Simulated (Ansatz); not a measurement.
# 1T-MnSTe bilayer (AA) in a perpendicular field, part 2 of 2

Aim: how the 1T-MnSTe bilayer (AA) screens a field along its normal, and what the field does to its bands. A positive field points along +c.

Ansatz 0.2.0; plane-wave DFT, PBE+U-D3(BJ), Ansatz PAW.

So far. Step 7 (Atoms held, field 0.2 V/Å): The dipole is 0.0680 e·Å, 0.140 e·Å from its value without field. Step 8 (Single point, field 0.3 V/Å): The dipole is 0.138 e·Å, 0.210 e·Å from its value without field.

## Step 9: Response, atoms held (continued)

Dipole of the cell against applied field:

| applied field (V/Å) | dipole of the cell (e·Å) |
| --- | --- |
| -0.050 | -0.107 |
| 0.000 | -0.0721 |
| 0.050 | -0.0370 |
| 0.100 | -0.00203 |
| 0.200 | 0.0680 |
| 0.300 | 0.138 |

The total moment stays at 7.20 μB for applied field from -0.05 to 0.3 V/Å.

Local field over the applied field, running mean. From the potentials at -0.05 and 0.05 V/Å; running mean over 2.5 Å. The local field over applied field by z:

| z (Å) | local field over applied field |
| --- | --- |
| 4.5 | 0.997 |
| 5.0 | 0.991 |
| 5.5 | 0.976 |
| 6.0 | 0.938 |
| 6.5 | 0.855 |
| 7.0 | 0.712 |
| 7.5 | 0.533 |
| 8.0 | 0.355 |
| 8.5 | 0.195 |
| 9.0 | 0.0749 |
| 9.5 | 0.0214 |
| 10.0 | 0.0102 |
| 10.5 | 0.00568 |
| 11.0 | 0.00374 |
| 11.5 | 0.00931 |
| 12.0 | 0.00680 |
| 12.5 | -0.00164 |
| 13.0 | -0.00628 |
| 13.5 | -0.00667 |
| 14.0 | -0.00586 |
| 14.5 | -8.2e-4 |
| 15.0 | 0.00536 |
| 15.5 | 0.00659 |
| 16.0 | 0.00526 |
| 16.5 | 0.0117 |
| 17.0 | 0.0324 |
| 17.5 | 0.0941 |
| 18.0 | 0.220 |
| 18.5 | 0.391 |
| 19.0 | 0.572 |
| 19.5 | 0.744 |
| 20.0 | 0.878 |
| 20.5 | 0.952 |
| 21.0 | 0.984 |
| 21.5 | 0.995 |
| 22.0 | 0.998 |
| 22.5 | 1.000 |

Electrons, planar mean, per unit field. Induced electron density against z:

| z (Å) | induced electron density (e/Å³ per V/Å) |
| --- | --- |
| 4.5 | 1.2e-5 |
| 5.0 | 3.8e-5 |
| 5.5 | 1.1e-4 |
| 6.0 | 3.1e-4 |
| 6.5 | 7.8e-4 |
| 7.0 | 0.00179 |
| 7.5 | 0.00327 |
| 8.0 | 0.00333 |
| 8.5 | 8.8e-4 |
| 9.0 | 1.8e-4 |
| 9.5 | 5.2e-4 |
| 10.0 | -2.0e-7 |
| 10.5 | -5.1e-4 |
| 11.0 | 3.8e-5 |
| 11.5 | 2.5e-4 |
| 12.0 | -2.0e-5 |
| 12.5 | -2.0e-5 |
| 13.0 | 2.1e-4 |
| 13.5 | 1.7e-5 |
| 14.0 | -1.1e-4 |
| 14.5 | -1.0e-4 |
| 15.0 | -1.4e-4 |
| 15.5 | -7.0e-5 |
| 16.0 | 1.6e-4 |
| 16.5 | 2.7e-4 |
| 17.0 | -1.7e-4 |
| 17.5 | -8.8e-4 |
| 18.0 | -0.00102 |
| 18.5 | -0.00336 |
| 19.0 | -0.00321 |
| 19.5 | -0.00160 |
| 20.0 | -6.3e-4 |
| 20.5 | -2.2e-4 |
| 21.0 | -7.1e-5 |
| 21.5 | -2.2e-5 |
| 22.0 | -6.5e-6 |
| 22.5 | -1.9e-6 |

By hand: between -0.05 and 0.05 V/Å the dipole changes by 0.07001 e·Å, a slope of 0.7001 e·Å²/V. A perfect conductor of thickness t has p = ε₀AEt, so t = 180.95 × 0.7001 / 11.287 = 11.22 Å (e/ε₀ = 180.95 V·Å, A in Å²).

The induced dipole is that of a conductor 11.23 Å thick.

## Step 10: The same run with other settings

This step: plane-wave DFT, PBE+U-D3(BJ), Ansatz PAW (Ansatz 0.2.0).

A run with a changed input: it repeats the earlier run at 0.05 V/Å with efield.ramp_width from 0.06 to 0.04 and efield.dipole_correction from true to false.

File input.yaml:

```yaml
crystal:
  lattice:
    - [3.610207251, 0.0, 0.0]
    - [-1.8051036255, 3.1265311923, 0.0]
    - [0.0, 0.0, 26.8064027845]
  atoms:
    - { symbol: Te, position: [0.6666666667, 0.3333333333, 0.3357406838], spin: -0.24 }
    - { symbol: Mn, position: [0.0, 0.0, 0.4100314451], spin: 4.07 }
    - { symbol: S, position: [0.3333333333, 0.6666666667, 0.4569974764], spin: -0.21 }
    - { symbol: Te, position: [0.6666666667, 0.3333333333, 0.5490674602], spin: -0.38 }
    - { symbol: Mn, position: [0.0, 0.0, 0.6205462749], spin: 3.9 }
    - { symbol: S, position: [0.3333333333, 0.6666666667, 0.6642593162], spin: -0.23 }
magnetization:
  spin_polarized: true
kpoints:
  mp_grid: { grid: [18, 18, 1] }
  band_path:
    path: [[0, 0, 0], [0.5, 0, 0], [0.33333333, 0.33333333, 0], [0, 0, 0]]
    npoints: 16
hamiltonian:
  xc: pbe
  dispersion: d3bj
  hubbard: { sites: [{ species: Mn, l: d, u_eff: 4.0 }] }
scf:
  occupations: { method: fermi_dirac, width: 0.05 }
  convergence: { dr2_threshold: 1.0e-10 }
efield:
  axis: 3
  dipole_correction: false
  ramp_position: 0.97
  ramp_width: 0.04
  amplitude: 0.05
output:
  write_potential: true
  write_density: true
  volumetric_format: npy
```

The run is started by

```console
$ ansatz run input.yaml --threads 4 --pin off --max-ram 6144MiB --backend cpu --events-out ev --progress --plain --runs-dir out
```

Wall time 1.7 min (4 threads of Arm Neoverse V1, shared host); peak memory 1.6 GiB; 6.6 min of CPU time.

| quantity | this run | earlier run | difference |
| --- | --- | --- | --- |
| dipole along the normal (e·Å) | -0.06374 | -0.03705 | -0.027 |
| total moment (μB) | 7.197 | 7.197 | 5.0e-5 |

With the dipole correction off, the periodic images add a field of their own to the typed one.

What moves beyond 0.01 in its unit (for the dipole 0.5 % and 5e-5 e·Å): dipole along the normal (-0.0267 e·Å).

These numbers are not those of the isolated slab.

## Step 11: The same run with other settings

Another changed input: it repeats the earlier run at 0.05 V/Å with efield.dipole_correction from true to false.

Edit input.yaml of step 10 so:

```diff
@@ -30,3 +30,3 @@
   ramp_position: 0.97
-  ramp_width: 0.04
+  ramp_width: 0.06
   amplitude: 0.05
```

The job ended after 1.7 min (4 threads; peak memory 1.6 GiB).

| quantity | this run | earlier run | difference |
| --- | --- | --- | --- |
| dipole along the normal (e·Å) | -0.06374 | -0.03705 | -0.027 |
| total moment (μB) | 7.197 | 7.197 | 4.9e-5 |

With the dipole correction off, the periodic images add a field of their own to the typed one.

What moves beyond 0.01 in its unit (for the dipole 0.5 % and 5e-5 e·Å): dipole along the normal (-0.0267 e·Å).

These numbers are not those of the isolated slab.

## Step 12: Summary of results

```
gap without field                          : none
work function, upper face                  : 6.26 eV
step between the vacuum levels             : 1.16 eV
equivalent conductor thickness, atoms held : 11.2 Å
```

What this shows: The induced dipole equals that of a perfect conductor 11.23 Å thick, while the outer atoms lie 8.81 Å apart. The two faces differ: the vacuum level above lies 1.16 eV higher than the one below. There is no gap over 0.03 eV, with or without the field. The magnetic order is the one reached from the typed start; other orders were not compared. Spin-orbit coupling is left out, which matters for the bands of elements this heavy. After relaxation neighbouring layers come as close as 2.5 Å along the normal, so they are bonded in part and no longer a van der Waals stack.

[Logs are printed without paths, hosts, clocks, repeated set-up lines and the standing remarks that a program may print on its own settings, such as how far it seeks lower states.]

[Hosts, paths, dates, database ids (printed as entryN), source tags and the programs' standing remarks are cut or masked in the printed files.]

[Maps of the electrostatic potential energy from Ansatz leave out the sawtooth potential of an applied field or a dipole correction, so their vacuum need not be flat; planar profiles and work functions include it.]
